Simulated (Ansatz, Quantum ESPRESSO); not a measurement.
# GaC (Pm-3m): zone-centre phonons, part 2 of 2

Which modes does GaC (Pm-3m) have at the zone centre?

Quantum ESPRESSO 7.5; DFT PBE, scalar-relativistic, plane waves, PseudoDojo stringent norm-conserving pseudopotentials.

So far. Step 5 (Linear response at Γ): The acoustic modes at Γ come out as far as 33.3 cm⁻¹ from zero, where they should vanish, a sizeable error of basis and grid. The lowest optical mode is imaginary, 153i cm⁻¹, an instability at this level and on this k mesh. The relaxed cell has a = 2.811 Å (conventional setting).

The structure was built from a prototype and need not be the compound's stable phase.

**6. Modes with the sum rule**

A rigid shift of the crystal must cost nothing, but grids and finite bases break this; the acoustic sum rule is imposed before the matrix is diagonalised again.

File dynmat.in:

```
&input
   fildyn = 'g.dyn'
   asr = 'simple'
   fileig = 'dynmat.eig'
/
```

The run is started by

```
> dynmat.x -in dynmat.in > dynmat.out
```

Numbers of over 12 decimals in the logs are rounded to 6 here.

Log:

```text
[banner, memory and clock lines left out]
Program DYNMAT v.7.5

     Reading Dynamical Matrix from file g.dyn
     ...Force constants read
     ...epsilon and Z* not read (not found on file)
     A direction for q was not specified:TO-LO splitting will be absent

     Polarizability (A^3 units)
     multiply by 1.000000 for Clausius-Mossotti correction
         0.000000    0.000000    0.000000
         0.000000    0.000000    0.000000
         0.000000    0.000000    0.000000

     IR activities are in (D/A)^2/amu units

# mode   [cm-1]    [THz]      IR
    1   -153.12   -4.5905    0.0000
    2   -153.12   -4.5905    0.0000
    3   -153.12   -4.5905    0.0000
    4     -0.00   -0.0000    0.0000
    5     -0.00   -0.0000    0.0000
    6     -0.00   -0.0000    0.0000
```

Wall time 0.46 s (1 thread of Arm Neoverse V1, shared host).

Numbers from this step:

```yaml
highest_optical_zone_centre_mode_no_lo_to_term: -153.1 cm⁻¹
lowest_optical_zone_centre_mode: -153.1 cm⁻¹
```

Unit eigenvectors of the mass-weighted matrix after the sum rule; no LO-TO term. Modes at Γ, with each element's share of the kinetic energy (negative means imaginary):

| mode | frequency (cm⁻¹) | Ga % | C % |
| --- | --- | --- | --- |
| 1 | -153.1 | 15 | 85 |
| 2 | -153.1 | 15 | 85 |
| 3 | -153.1 | 15 | 85 |
| 4 | 0.0 | 85 | 15 |
| 5 | 0.0 | 85 | 15 |
| 6 | 0.0 | 85 | 15 |

Displacements in mode 1 (-153.1 cm⁻¹), the largest set to 1:
```
Ga1  0.00 -0.17  0.00
C2   0.00  1.00  0.00
```

The rule also moves an optical mode by 0.6 cm⁻¹.

**7. Sum rules set otherwise (asr no)**

Without the rule the raw error of the acoustic modes shows.

File dynmat.in:

```
&input
   fildyn = 'g.dyn'
   asr = 'no'
   fileig = 'dynmat.eig'
/
```

The run is started by

```
> dynmat.x -in dynmat.in > dynmat.out
```

Log:

```text
[banner, memory and clock lines left out]
Program DYNMAT v.7.5

     Reading Dynamical Matrix from file g.dyn
     ...Force constants read
     ...epsilon and Z* not read (not found on file)
     A direction for q was not specified:TO-LO splitting will be absent

     Polarizability (A^3 units)
     multiply by 1.000000 for Clausius-Mossotti correction
         0.000000    0.000000    0.000000
         0.000000    0.000000    0.000000
         0.000000    0.000000    0.000000

     IR activities are in (D/A)^2/amu units

# mode   [cm-1]    [THz]      IR
    1   -152.54   -4.5729    0.0000
    2   -152.54   -4.5729    0.0000
    3   -152.54   -4.5729    0.0000
    4     33.33    0.9992    0.0000
    5     33.33    0.9992    0.0000
    6     33.33    0.9992    0.0000
```

It took 0.46 s on 1 thread.

Read from the output:

| Item | Value |
| --- | --- |
| highest optical zone-centre mode (no LO-TO term) | -152.5 cm⁻¹ |
| lowest optical zone-centre mode | -152.5 cm⁻¹ |

Zone-centre frequencies as printed; negative means imaginary. Modes:

| mode | frequency (cm⁻¹) |
| --- | --- |
| 1 | -152.5 |
| 2 | -152.5 |
| 3 | -152.5 |
| 4 | 33.33 |
| 5 | 33.33 |
| 6 | 33.33 |

Against the first rule no mode moves by more than 33.4 cm⁻¹.

**8. Sum rules set otherwise: a sum rule for molecules or wires on a crystal**

This rule also removes rotations, which suits wires and not a crystal; it is tried to see the harm.

File dynmat.in:

```
&input
   fildyn = 'g.dyn'
   asr = 'one-dim'
   fileig = 'dynmat.eig'
/
```

The run is started by

```
> dynmat.x -in dynmat.in > dynmat.out
```

Log:

```text
[banner, memory and clock lines left out]
Program DYNMAT v.7.5

     Reading Dynamical Matrix from file g.dyn
     ...Force constants read
     ...epsilon and Z* not read (not found on file)
asr rotation axis in 1D system=    3
     Acoustic Sum Rule: || Z*(ASR) - Z*(orig)|| =    0.000000E+00
     Acoustic Sum Rule: ||dyn(ASR) - dyn(orig)||=    3.450749E-02
     A direction for q was not specified:TO-LO splitting will be absent

     Polarizability (A^3 units)
     multiply by 1.000000 for Clausius-Mossotti correction
         0.000000    0.000000    0.000000
         0.000000    0.000000    0.000000
         0.000000    0.000000    0.000000

     IR activities are in (D/A)^2/amu units

# mode   [cm-1]    [THz]      IR
    1   -145.77   -4.3700    0.0000
    2   -145.77   -4.3700    0.0000
    3     -0.00   -0.0000    0.0000
    4     -0.00   -0.0000    0.0000
    5     -0.00   -0.0000    0.0000
    6      0.00    0.0000    0.0000
```

Wall time 0.46 s (1 thread).

The run ended normally, but on settings that are not sound.

The fault: a sum rule for molecules or wires on a crystal; 1 optical mode is projected out to zero frequency, as if it were a rotation.

For a crystal the rule has to be 'simple' or 'crystal'.

Zone-centre frequencies as printed; negative means imaginary. Modes:

| mode | frequency (cm⁻¹) |
| --- | --- |
| 1 | -145.8 |
| 2 | -145.8 |
| 3 | 0 |
| 4 | 0 |
| 5 | 0 |
| 6 | 0 |

**9. The same in Ansatz**

The same cell goes through another code, with its own cutoff. The potentials differ. Its k mesh is centred on Γ.

This step: DFT PBE, scalar-relativistic, plane waves, norm-conserving pseudopotentials of its library (PseudoDojo's, some remade) (Ansatz 0.2.0).

File input.yaml:

```yaml
crystal:
  lattice:
    - [2.8106155626, 0.0, 0.0]
    - [0.0, 2.8106155626, 0.0]
    - [0.0, 0.0, 2.8106155626]
  atoms:
    - { symbol: Ga, position: [0.0, 0.0, 0.0] }
    - { symbol: C, position: [0.5, 0.5, 0.5] }
kpoints:
  mp_grid: { grid: [12, 12, 12] }
hamiltonian:
  xc: pbe
  pseudopotentials: { kind: nc, accuracy: standard }
scf:
  occupations: { method: cold, width: 0.27211 }
output:
  eigenvalues: true
phonons:
  method: dfpt
```

The run is started by

```
> ansatz run input.yaml --threads 4 --pin off --max-ram 8192MiB --backend cpu --events-out ev --progress --plain --runs-dir out
```

Log:

```text
Engine: ansatz 0.2.0, aarch64-unknown-linux-gnu
Pseudopotentials: kind: nc
Pseudopotential: Ga, nc, valence charge 13, recommended cutoff 1088.45545 eV (normal), Ga.nc.azcp (PseudoDojo's, or run here from an input of PseudoDojo's; its table is named by hamiltonian.pseudopotentials.accuracy)
Pseudopotential: C, nc, valence charge 4, recommended cutoff 1115.666836 eV (normal), C.nc.azcp (PseudoDojo's, or run here from an input of PseudoDojo's; its table is named by hamiltonian.pseudopotentials.accuracy)
Functional definition: PBE
  parameter kappa = 0.804
  parameter beta = 0.066725
  exchange = pbe_x(kappa = kappa, mu = beta*pi^2/3)
  correlation = pbe_c(beta = beta)
Crystal: 2 atoms, lattice volume = 22.203 Å³
Basis set: ecut = 1115.666836 eV, 1863 PW (Γ), exchange–correlation on 64×64×64 points (8 copies of the dense FFT grid, shifted against one another)
Bands: 13, of which v1, the nominal top of the filled ones, is band 9 counted from 1 (8 counted from 0)
Symmetry: 48 space group operations
k-points: 196 of 1728 (irreducible under 8 space group operations, time reversal used)
Non-local potential: Ga, projectors of the file, l = 0: 2, l = 1: 2, l = 2: 2
Non-local potential: C, projectors of the file, l = 0: 2, l = 1: 2
Initial density: superposition of atomic densities (chi_scale 0.1, normalization cell, long waves kept (reshape's long-wave potential 0.00 eV rms))
Initial wavefunctions: pseudopotential atomic-orbital guess
Functional: x = pbe(κ = 0.804, μ = 0.219515), c = pbe(β = 0.066725)
SCF iter   1: F=—  HF=-2241.098413 eV  |F-HF|=—  |Δ(HF+E_count)|=         —  Δρ=4.00e-2  dr2=5.24e-1  ethr=3.10e-3  ⟨swp⟩=4.4  Hψ=13405  notcnv=0
preconditioner: auto → none  [metal: Δε(μ)=0.016 eV  Ē_g=17.054 eV  σ=0.272 eV  W_gap=0.04  n_scr=6 (ndim 8)  ℏωp=32.5 eV  f_vac=0.000  D(μ)=1.15/eV (n_scr^D=6)  sad-step TF]
SCF iter   2: F=—  HF=-2240.989256 eV  |F-HF|=—  |Δ(HF+E_count)|=   1.09e-1  S|Δr|=    0.00e0  Δρ=1.84e-2  dr2=8.82e-2  ethr=3.08e-3  ⟨swp⟩=1.0  Hψ=4116  notcnv=0
SCF iter   3: F=—  HF=-2240.969110 eV  |F-HF|=—  |Δ(HF+E_count)|=   2.01e-2  S|Δr|=    0.00e0  Δρ=4.15e-3  dr2=3.21e-3  ethr=5.19e-4  ⟨swp⟩=1.0  Hψ=2541  notcnv=0
SCF iter   4: F=—  HF=-2240.968713 eV  |F-HF|=—  |Δ(HF+E_count)|=   3.97e-4  S|Δr|=    0.00e0  Δρ=2.83e-4  dr2=1.10e-5  ethr=1.89e-5  ⟨swp⟩=1.6  Hψ=3039  notcnv=0  defer=1
SCF iter   5: F=—  HF=-2240.968717 eV  |F-HF|=—  |Δ(HF+E_count)|=   4.22e-6  S|Δr|=    0.00e0  Δρ=6.20e-5  dr2=3.81e-7  ethr=6.48e-8  ⟨swp⟩=2.8  Hψ=4240  notcnv=0  defer=1
SCF iter   6: F=—  HF=-2240.968719 eV  |F-HF|=—  |Δ(HF+E_count)|=   1.46e-6  S|Δr|=    0.00e0  Δρ=1.99e-5  dr2=3.63e-8  ethr=2.24e-9  ⟨swp⟩=2.1  Hψ=4107  notcnv=0  defer=1
SCF iter   7: F=—  HF=-2240.968719 eV  |F-HF|=—  |Δ(HF+E_count)|=   1.44e-8  S|Δr|=    0.00e0  Δρ=3.89e-6  dr2=1.28e-9  ethr=2.13e-10  ⟨swp⟩=2.0  Hψ=3519  notcnv=0  defer=1
SCF iter   8: F=—  HF=-2240.968719 eV  |F-HF|=—  |Δ(HF+E_count)|=  6.23e-10  S|Δr|=    0.00e0  Δρ=4.59e-7  dr2=2.90e-11  ethr=7.52e-12  ⟨swp⟩=2.0  Hψ=3608  notcnv=0  defer=1
SCF iter   9: F=-2240.968719 eV  HF=-2240.968719 eV  |F-HF|=4.55e-13  |Δ(HF+E_count)|=  1.23e-11  S|Δr|=    0.00e0  Δρ=1.89e-8  dr2=6.05e-14  ethr=1.00e-12  ⟨swp⟩=6.4  Hψ=10816  notcnv=0
SCF 1 converged in 9 iterations: F = -2240.968719 eV  dr2 = 6.05e-14
DFPT response loops at Γ: preconditioner auto → Kerker (q_TF=auto, 2.610 Å⁻¹) (partly filled bands, converged f_vac=0.000); β = 1.00, the filter's whole step (`scf.mixing.beta` (0.50) is not read by the response loops under this deck's `scf.mixing.preconditioner`; to damp them name `kerker` or `kerker_dos`, under which they read `scf.mixing.beta`, and type it under 1.00, their step now; both keys bind the ground state too); Broyden in place of MSR1
SCF converged after 9 iterations
Stability not checked: this state was not tested for a lower state beside it, because cold or Methfessel-Paxton smearing, or corrected tetrahedra, fill the levels in a way that the test cannot read (fill_not_monotonic; see scf.lower_state_search)
Free energy (F): -2240.968719 eV
Harris-Foulkes:  -2240.968719 eV  (|F-HF|=4.55e-13)
Internal energy: -2240.961520 eV  (E = F + TS)
E sigma→0 (E₀):  -2240.966319 eV
Entropy (-TS):   -0.007199 eV (-3.599 meV/atom)
Fermi energy:    12.895524 eV
--- Per-component energies (eV) ---
  E_band       = 28.144243
  E_kinetic    = 1811.496535
  E_local      = -1336.329620  (includes V_loc(G=0)·N_el)
  E_nonlocal   = -1045.291176
  E_hartree    = 512.997789
  E_xc         = -625.577800
  E_vxc        = -427.727084  (∫ρ·V_xc dr)
  E_ewald      = -1558.257247
  E_smearing   = -0.007199  (= −TS)
  E_closure    = 0.000000  (closes the sum)
  Σ components = -2240.968719   (vs F -2240.968719, Δ=0.00e0)
--- Band table (eV; the first three rows and the last of 196) ---
  k-point 0: bands = [... 5 lower, -1.9968, 12.5740, 12.5740, 12.5740, 13.7482, 21.6581, 21.6581, 26.3614]
  k-point 1: bands = [... 5 lower, -1.9959, 11.4257, 12.6674, 12.6674, 14.4862, 21.7725, 21.9258, 26.1211]
  k-point 2: bands = [... 5 lower, -1.6506, 9.6249, 12.9356, 12.9356, 15.2826, 22.1165, 22.1175, 25.4397]
  k-point 195: bands = [... 5 lower, 5.5771, 10.6031, 10.6031, 10.6031, 13.8149, 13.8149, 13.8149, 14.8040]
--- Phonons (Γ-DFPT): 2 representative perturbations + reference, on 196 of 1728 k-points (Σ response iterations 6) ---
  k mesh reduced under 8 symmetry operations, with k and −k counted as one. Each operation leaves every solved perturbation unchanged. A smaller set is not used because it would not reduce the number of displacements times k-points to solve
  ASR residual: 5.054e-5 → 0.000e0 eV/Å²; symmetrization residual: 1.115e-5 eV/Å²
  ASR residual per site (eV/Å²): 5.05e-5 9.29e-6
  Γ frequencies (cm⁻¹): -151.29 -151.29 -151.29 0.00 0.00 0.00
  non-analytic LO–TO correction: not included (Born effective charges unavailable; polar crystals: no LO–TO splitting at Γ)
```

Wall time 13 s (4 threads); peak memory 0.75 GiB; 51 s of CPU time.

Read from the output:

```
sum-rule residual before enforcement             : 5.05e-5 eV/Å²
highest optical zone-centre mode (no LO-TO term) : -151.3 cm⁻¹
lowest optical zone-centre mode                  : -151.3 cm⁻¹
```

**10. The two compared: QE PseudoDojo and Ansatz, library NC**

Numbers from this step:

```
root-mean-square difference : 1.83 cm⁻¹
largest difference          : 1.83 cm⁻¹
```

Frequencies side by side, by row:

| q (reciprocal lattice) | mode | QE PseudoDojo (cm⁻¹) | Ansatz, library NC (cm⁻¹) |
| --- | --- | --- | --- |
| 0 0 0 | 1 | -153.1 | -151.3 |
| 0 0 0 | 2 | -153.1 | -151.3 |
| 0 0 0 | 3 | -153.1 | -151.3 |
| 0 0 0 | 4 | 0 | 0 |
| 0 0 0 | 5 | 0 | 0 |
| 0 0 0 | 6 | 0 | 0 |

At the zone centre the largest difference (acoustic modes at Γ apart) is 1 % of the highest mode.

**11. What came out**

```
space group after relaxation                                           : Pm-3m
volume per atom                                                        : 11.1 Å³
highest optical zone-centre mode (no LO-TO term)                       : -153.1 cm⁻¹
imaginary optical modes at the zone centre (no q mesh in this session) : yes
largest difference from Ansatz, library NC                             : 1.83 cm⁻¹
```

**Reading.** At the PBE level the optical modes of GaC (Pm-3m) at the zone centre lie at 153i cm⁻¹, so the structure is a saddle point, with 3 modes beyond 10i cm⁻¹ there. The relaxation gained more than 0.3 eV an atom, so the start was far from this structure and its bonding may have changed. Before the sum rule the acoustic modes at Γ stand as far as 33 cm⁻¹ from zero, an error of the finite basis and grid. QE PseudoDojo and Ansatz, library NC differ by 1.8 cm⁻¹ in the root mean square and by 1.8 cm⁻¹ at most, 1.2 % of the highest mode compared (acoustic modes at Γ left out); the two use different potentials, and the cell was not relaxed for the second set. These are harmonic frequencies at zero temperature: anharmonic shifts and linewidths and thermal expansion are left out. In a metal the frequencies hang on the k mesh and the smearing, most of all near Kohn anomalies. The runs are without spin polarisation, although the cell has an odd electron count or an open d or f shell, so a magnetic state was not tested. The structure is a hypothetical one, built on a prototype.

[Host names and launcher messages were left out of these logs when they were recorded.]

[Logs are printed without paths, hosts, clocks, repeated set-up lines and the standing remarks that a program may print on its own settings, such as how far it seeks lower states.]

[Hosts, paths, dates, database ids (printed as entryN), source tags and the programs' standing remarks are cut or masked in the printed files.]
